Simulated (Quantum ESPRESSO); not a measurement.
# RbCaBr3 (Pm-3m): modes at Γ and the response to a field, part 2 of 3

Which modes does RbCaBr3 (Pm-3m) have at the zone centre?

Quantum ESPRESSO 7.5; DFT LDA, scalar-relativistic, plane waves, PseudoDojo norm-conserving pseudopotentials.

So far. Step 2 (A probe with smearing): A gap of 3.7 eV opens on this mesh, so the crystal is taken as an insulator; the start stands at -2.5 GPa. Step 4 (Self-consistent run for the response): The cell stands at -0.001 GPa, close enough for phonons. The relaxed cell has a = 5.503 Å (conventional setting).

## Step 5: Zone-centre response

At q = 0 one unit cell holds all displacements; symmetry groups them into irreducible representations that are solved one by one. The response to a field gives ε∞ and the Born charges, which polar modes need.

Contents of ph.in:

```
phonons
&INPUTPH
  prefix = 'x'
  outdir = './tmp'
  fildyn = 'g.dyn'
  tr2_ph = 1.0d-18
  epsil  = .true.
/
0.000000000000 0.000000000000 0.000000000000
```

On the command line:

```sh
OMP_NUM_THREADS=1 mpirun -n 4 ph.x -nk 4 -in ph.in > ph.out
```

Log:

```text
[banners, grids, parts of the stress and lines that vanish by symmetry left out]
[banner, memory and clock lines left out]
Program PHONON v.7.5

     ./tmp/x.save/

     IMPORTANT: XC functional enforced from input :
     Exchange-correlation= PW
                           (   1   4   0   0   0   0   0)
     Any further DFT definition will be discarded
     Please, verify this is what you really want

     G-vector sticks info

     Reading collected, re-writing distributed wavefunctions in ./tmp/

     Number and degeneracy of irreps per q-point
       N         xq(1)         xq(2)         xq(3)   N irreps
       1   0.000000000   0.000000000   0.000000000       5
        3   3   3   3   3

     Calculation of q =    0.0000000   0.0000000   0.0000000

     phonons

     bravais-lattice index     =            1
     lattice parameter (alat)  =      10.3998  a.u.
     unit-cell volume          =    1124.8152 (a.u.)^3
     number of atoms/cell      =            5
     number of atomic types    =            3
     kinetic-energy cut-off    =      79.0000  Ry
     charge density cut-off    =     316.0000  Ry
     convergence threshold     =      1.0E-18
     beta                      =       0.7000
     number of iterations used =            4
     Exchange-correlation= PW
                           (   1   4   0   0   0   0   0)

     celldm(1)=   10.39985  celldm(2)=    0.00000  celldm(3)=    0.00000
     celldm(4)=    0.00000  celldm(5)=    0.00000  celldm(6)=    0.00000

     crystal axes: (cart. coord. in units of alat)
               a(1) = (  1.0000  0.0000  0.0000 )
               a(2) = (  0.0000  1.0000  0.0000 )
               a(3) = (  0.0000  0.0000  1.0000 )

     reciprocal axes: (cart. coord. in units 2 pi/alat)
               b(1) = (  1.0000  0.0000  0.0000 )
               b(2) = (  0.0000  1.0000  0.0000 )
               b(3) = (  0.0000  0.0000  1.0000 )

     Atoms inside the unit cell:

     Cartesian axes

     site n.  atom      mass           positions (alat units)
        1  Rb     85.4678   tau(    1) = (    0.50000    0.50000    0.50000  )
        2  Ca     40.0780   tau(    2) = (    0.00000    0.00000    0.00000  )
        3  Br     79.9040   tau(    3) = (    0.50000    0.00000    0.00000  )
        4  Br     79.9040   tau(    4) = (    0.00000    0.50000    0.00000  )
        5  Br     79.9040   tau(    5) = (    0.00000    0.00000    0.50000  )

     Computing dynamical matrix for
                    q = (   0.0000000   0.0000000   0.0000000 )

     49 Sym.Ops. (with q -> -q+G )

     G cutoff =  865.7280  ( 106431 G-vectors)     FFT grid: ( 60, 60, 60)
     number of k points=    10
                       cart. coord. in units 2pi/alat
        k(    1) = (   0.0000000   0.0000000   0.0000000), wk =   0.0312500
        k(    2) = (   0.0000000   0.0000000   0.2500000), wk =   0.1875000
        k(    3) = (   0.0000000   0.0000000  -0.5000000), wk =   0.0937500
        [... further k-points left out ...]

     PseudoPot. # 1 for Rb read from file:
     ./pseudo/Rb.upf
     Pseudo is Norm-conserving + core correction, Zval =  9.0

     PseudoPot. # 2 for Ca read from file:
     ./pseudo/Ca.upf
     Pseudo is Norm-conserving + core correction, Zval = 10.0

     PseudoPot. # 3 for Br read from file:
     ./pseudo/Br.upf
     Pseudo is Norm-conserving + core correction, Zval =  7.0

     Mode symmetry, O_h (m-3m)  point group:

     Electric field:
     Dielectric constant
     Born effective charges as d Force / d E

     Atomic displacements:
     There are    5 irreducible representations

     Representation     1      3 modes -  To be done

     Representation     2      3 modes -  To be done

     Representation     3      3 modes -  To be done

     Representation     4      3 modes -  To be done

     Representation     5      3 modes -  To be done

     Alpha used in Ewald sum =   2.8000

     Electric Fields Calculation

      iter #   1   av.it.:   7.7
      thresh= 1.000E-02 alpha_mix =  0.700 |ddv_scf|^2 =  5.921E-08

      [... iterations left out ...]
      iter #  10   av.it.:  14.5
      thresh= 1.410E-10 alpha_mix =  0.700 |ddv_scf|^2 =  4.298E-20

     End of electric fields calculation

          Dielectric constant in cartesian axis

          (       3.184556933       0.000000000       0.000000000 )
          (       0.000000000       3.184556933       0.000000000 )
          (       0.000000000       0.000000000       3.184556933 )

          Effective charges (d Force / dE) in cartesian axis without acoustic sum rule applied (asr)

           atom    1  Rb    Mean Z*:        1.32145
      Ex  (        1.32145        0.00000        0.00000 )
      Ey  (        0.00000        1.32145        0.00000 )
      Ez  (        0.00000        0.00000        1.32145 )
           atom    2  Ca    Mean Z*:        2.46039
      Ex  (        2.46039        0.00000        0.00000 )
      Ey  (        0.00000        2.46039        0.00000 )
      Ez  (        0.00000        0.00000        2.46039 )
           atom    3  Br    Mean Z*:       -1.26721
      Ex  (       -2.06314        0.00000        0.00000 )
      Ey  (        0.00000       -0.86924        0.00000 )
      Ez  (        0.00000        0.00000       -0.86924 )
           atom    4  Br    Mean Z*:       -1.26721
      Ex  (       -0.86924        0.00000        0.00000 )
      Ey  (        0.00000       -2.06314        0.00000 )
      Ez  (        0.00000        0.00000       -0.86924 )
           atom    5  Br    Mean Z*:       -1.26721
      Ex  (       -0.86924        0.00000        0.00000 )
      Ey  (        0.00000       -0.86924        0.00000 )
      Ez  (        0.00000        0.00000       -2.06314 )

          Effective charges Sum: Mean:       -0.01977
             -0.01977        0.00000        0.00000
              0.00000       -0.01977        0.00000
              0.00000        0.00000       -0.01977

          Effective charges (d Force / dE) in cartesian axis with asr applied:
           atom    1  Rb    Mean Z*:        1.32541
      E*x (        1.32541        0.00000        0.00000 )
      E*y (        0.00000        1.32541        0.00000 )
      E*z (        0.00000        0.00000        1.32541 )
           atom    2  Ca    Mean Z*:        2.46435
      E*x (        2.46435        0.00000        0.00000 )
      E*y (        0.00000        2.46435        0.00000 )
      E*z (        0.00000        0.00000        2.46435 )
           atom    3  Br    Mean Z*:       -1.26325
      E*x (       -2.05918        0.00000        0.00000 )
      E*y (        0.00000       -0.86529        0.00000 )
      E*z (        0.00000        0.00000       -0.86529 )
           atom    4  Br    Mean Z*:       -1.26325
      E*x (       -0.86529        0.00000        0.00000 )
      E*y (        0.00000       -2.05918        0.00000 )
      E*z (        0.00000        0.00000       -0.86529 )
           atom    5  Br    Mean Z*:       -1.26325
      E*x (       -0.86529        0.00000        0.00000 )
      E*y (        0.00000       -0.86529        0.00000 )
      E*z (        0.00000        0.00000       -2.05918 )

     Representation #   1 modes #   1   2   3

     Self-consistent Calculation

      iter #   1   av.it.:   6.2
      thresh= 1.000E-02 alpha_mix =  0.700 |ddv_scf|^2 =  8.718E-08

      [... iterations left out ...]
      iter #   9   av.it.:  15.0
      thresh= 2.498E-10 alpha_mix =  0.700 |ddv_scf|^2 =  7.261E-19

     End of self-consistent calculation

     Convergence has been achieved

     Representation #   2 modes #   4   5   6

     Self-consistent Calculation

      iter #   1   av.it.:   7.1
      thresh= 1.000E-02 alpha_mix =  0.700 |ddv_scf|^2 =  2.987E-07

      [... iterations left out ...]
      iter #   9   av.it.:  15.0
      thresh= 4.446E-10 alpha_mix =  0.700 |ddv_scf|^2 =  7.599E-19

     End of self-consistent calculation

     Convergence has been achieved

     Representation #   3 modes #   7   8   9

     Self-consistent Calculation

      iter #   1   av.it.:   5.0
      thresh= 1.000E-02 alpha_mix =  0.700 |ddv_scf|^2 =  1.012E-07

      [... iterations left out ...]
      iter #   9   av.it.:  14.7
      thresh= 2.917E-10 alpha_mix =  0.700 |ddv_scf|^2 =  1.767E-19

     End of self-consistent calculation

     Convergence has been achieved

     Representation #   4 modes #  10  11  12

     Self-consistent Calculation

      iter #   1   av.it.:   6.6
      thresh= 1.000E-02 alpha_mix =  0.700 |ddv_scf|^2 =  1.030E-07

      [... iterations left out ...]
      iter #   9   av.it.:  15.2
      thresh= 2.307E-10 alpha_mix =  0.700 |ddv_scf|^2 =  3.152E-19

     End of self-consistent calculation

     Convergence has been achieved

     Representation #   5 modes #  13  14  15

     Self-consistent Calculation

      iter #   1   av.it.:   5.8
      thresh= 1.000E-02 alpha_mix =  0.700 |ddv_scf|^2 =  2.437E-08

      [... iterations left out ...]
      iter #   7   av.it.:  15.2
      thresh= 2.140E-10 alpha_mix =  0.700 |ddv_scf|^2 =  2.146E-20

     End of self-consistent calculation

     Convergence has been achieved

     Number of q in the star =    1
     List of q in the star:
          1   0.000000000   0.000000000   0.000000000

          Dielectric constant in cartesian axis

          (       3.184556933       0.000000000       0.000000000 )
          (       0.000000000       3.184556933       0.000000000 )
          (       0.000000000       0.000000000       3.184556933 )

          Effective charges (d Force / dE) in cartesian axis without acoustic sum rule applied (asr)

           atom    1  Rb    Mean Z*:        1.32145
      Ex  (        1.32145        0.00000        0.00000 )
      Ey  (        0.00000        1.32145        0.00000 )
      Ez  (        0.00000        0.00000        1.32145 )
           atom    2  Ca    Mean Z*:        2.46039
      Ex  (        2.46039        0.00000        0.00000 )
      Ey  (        0.00000        2.46039        0.00000 )
      Ez  (        0.00000        0.00000        2.46039 )
           atom    3  Br    Mean Z*:       -1.26721
      Ex  (       -2.06314        0.00000        0.00000 )
      Ey  (        0.00000       -0.86924        0.00000 )
      Ez  (        0.00000        0.00000       -0.86924 )
           atom    4  Br    Mean Z*:       -1.26721
      Ex  (       -0.86924        0.00000        0.00000 )
      Ey  (        0.00000       -2.06314        0.00000 )
      Ez  (        0.00000        0.00000       -0.86924 )
           atom    5  Br    Mean Z*:       -1.26721
      Ex  (       -0.86924        0.00000        0.00000 )
      Ey  (        0.00000       -0.86924        0.00000 )
      Ez  (        0.00000        0.00000       -2.06314 )

          Effective charges Sum: Mean:       -0.01977
             -0.01977        0.00000        0.00000
              0.00000       -0.01977        0.00000
              0.00000        0.00000       -0.01977

          Effective charges (d Force / dE) in cartesian axis with asr applied:
           atom    1  Rb    Mean Z*:        1.32541
      E*x (        1.32541        0.00000        0.00000 )
      E*y (        0.00000        1.32541        0.00000 )
      E*z (        0.00000        0.00000        1.32541 )
           atom    2  Ca    Mean Z*:        2.46435
      E*x (        2.46435        0.00000        0.00000 )
      E*y (        0.00000        2.46435        0.00000 )
      E*z (        0.00000        0.00000        2.46435 )
           atom    3  Br    Mean Z*:       -1.26325
      E*x (       -2.05918        0.00000        0.00000 )
      E*y (        0.00000       -0.86529        0.00000 )
      E*z (        0.00000        0.00000       -0.86529 )
           atom    4  Br    Mean Z*:       -1.26325
      E*x (       -0.86529        0.00000        0.00000 )
      E*y (        0.00000       -2.05918        0.00000 )
      E*z (        0.00000        0.00000       -0.86529 )
           atom    5  Br    Mean Z*:       -1.26325
      E*x (       -0.86529        0.00000        0.00000 )
      E*y (        0.00000       -0.86529        0.00000 )
      E*z (        0.00000        0.00000       -2.05918 )

     Diagonalizing the dynamical matrix

     q = (    0.000000000   0.000000000   0.000000000 )

 **************************************************************************
     freq (    1) =      -0.544405 [THz] =     -18.159396 [cm-1]
     freq (    2) =      -0.544405 [THz] =     -18.159396 [cm-1]
     freq (    3) =      -0.544405 [THz] =     -18.159396 [cm-1]
     freq (    4) =       0.073713 [THz] =       2.458806 [cm-1]
     freq (    5) =       0.073713 [THz] =       2.458806 [cm-1]
     freq (    6) =       0.073713 [THz] =       2.458806 [cm-1]
     freq (    7) =       0.666738 [THz] =      22.239997 [cm-1]
     freq (    8) =       0.666738 [THz] =      22.239997 [cm-1]
     freq (    9) =       0.666738 [THz] =      22.239997 [cm-1]
     freq (   10) =       1.981684 [THz] =      66.101866 [cm-1]
     freq (   11) =       1.981684 [THz] =      66.101866 [cm-1]
     freq (   12) =       1.981684 [THz] =      66.101866 [cm-1]
     freq (   13) =       7.165553 [THz] =     239.017131 [cm-1]
     freq (   14) =       7.165553 [THz] =     239.017131 [cm-1]
     freq (   15) =       7.165553 [THz] =     239.017131 [cm-1]
 **************************************************************************

     Mode symmetry, O_h (m-3m)  point group:

     freq (   1-   3) =        -18.2  [cm-1]   --> T_1u G_15  G_4- I
     freq (   4-   6) =          2.5  [cm-1]   --> T_1u G_15  G_4- I
     freq (   7-   9) =         22.2  [cm-1]   --> T_2u G_25  G_5-
     freq (  10-  12) =         66.1  [cm-1]   --> T_1u G_15  G_4- I
     freq (  13-  15) =        239.0  [cm-1]   --> T_1u G_15  G_4- I
```

Run time: 16 min. Hardware: 4 MPI ranks of Intel Xeon at 2.70GHz, shared host.

Numbers from this step:

* miss of the charge sum rule: 0.01978 e
* largest acoustic frequency at the zone centre before the sum rule: 2.46 cm⁻¹
* highest optical zone-centre mode (no LO-TO term): 239.0 cm⁻¹
* lowest optical zone-centre mode: -18.16 cm⁻¹
* mean high-frequency dielectric constant: 3.185
* largest Born charge in size (third of the trace): 2.460 e

Born charge (rows field, columns displacement), before the sum rule (e), principal values of the symmetric part by kind of site:

| atom | atoms with these values | low | middle | high | mean |
| --- | --- | --- | --- | --- | --- |
| Rb1 | 1 | 1.32 | 1.32 | 1.32 | 1.32 |
| Ca2 | 1 | 2.46 | 2.46 | 2.46 | 2.46 |
| Br3 | 3 | -2.06 | -0.87 | -0.87 | -1.27 |

In full for Rb1:

```
1.32 0.00 0.00
0.00 1.32 0.00
0.00 0.00 1.32
```

High-frequency dielectric tensor:

```
3.18 0.00 0.00
0.00 3.18 0.00
0.00 0.00 3.18
```

The acoustic modes at Γ come out as far as 2.5 cm⁻¹ from zero, where they should vanish, a small numerical error; the Born charges miss their sum rule by 0.020 e, which is good. The lowest optical mode is imaginary, 18i cm⁻¹, an instability at this level and on this k mesh.

## Step 6: Modes with the sum rule

A rigid shift of the crystal must cost nothing, but grids and finite bases break this; the acoustic sum rule is imposed before the matrix is diagonalised again. With Born charges the intensities follow; a static dielectric tensor has no meaning with imaginary modes.

Contents of dynmat.in:

```
&INPUT
  fildyn = 'g.dyn'
  asr    = 'simple'
  fileig = 'dynmat.eig'
  lperm  = .true.
/
```

On the command line:

```sh
dynmat.x -in dynmat.in > dynmat.out
```

Log:

```text
[banner, memory and clock lines left out]
Program DYNMAT v.7.5

     Reading Dynamical Matrix from file g.dyn
     ...Force constants read
     ...epsilon and Z* read
     A direction for q was not specified:TO-LO splitting will be absent

     Polarizability (A^3 units)
     multiply by 0.578642 for Clausius-Mossotti correction
        28.975977    0.000000    0.000000
         0.000000   28.975977    0.000000
         0.000000    0.000000   28.975977

     IR activities are in (D/A)^2/amu units

# mode   [cm-1]    [THz]      IR
    1    -18.27   -0.5478    0.9069
    2    -18.27   -0.5478    0.9069
    3    -18.27   -0.5478    0.9069
    4     -0.00   -0.0000    0.0000
    5      0.00    0.0000    0.0000
    6      0.00    0.0000    0.0000
    7     22.15    0.6640    0.0000
    8     22.15    0.6640    0.0000
    9     22.15    0.6640    0.0000
   10     66.03    1.9795    0.2816
   11     66.03    1.9795    0.2816
   12     66.03    1.9795    0.2816
   13    238.98    7.1645    4.4383
   14    238.98    7.1645    4.4383
   15    238.98    7.1645    4.4383

Electronic dielectric permittivity tensor (relative, adimensional)
         3.184557    0.000000    0.000000
         0.000000    3.184557    0.000000
         0.000000    0.000000    3.184557

 ... with zone-center polar mode contributions
         5.005549    0.000000   -0.000000
         0.000000    5.005549    0.000000
        -0.000000    0.000000    5.005549

[end of the log left out, with the tail of the file of modes that dynmat.x writes under the same name]
```

Elapsed: 0.67 s, on 1 thread.

This step gave:

| Item | Value |
| --- | --- |
| lowest optical zone-centre mode | -18.27 cm⁻¹ |

(Part 2 of 3 ends here.)

[Host names and launcher messages were left out of these logs when they were recorded.]

[Logs are printed without paths, hosts, clocks, repeated set-up lines and the standing remarks that a program may print on its own settings, such as how far it seeks lower states.]

[Hosts, paths, dates, database ids (printed as entryN), source tags and the programs' standing remarks are cut or masked in the printed files.]
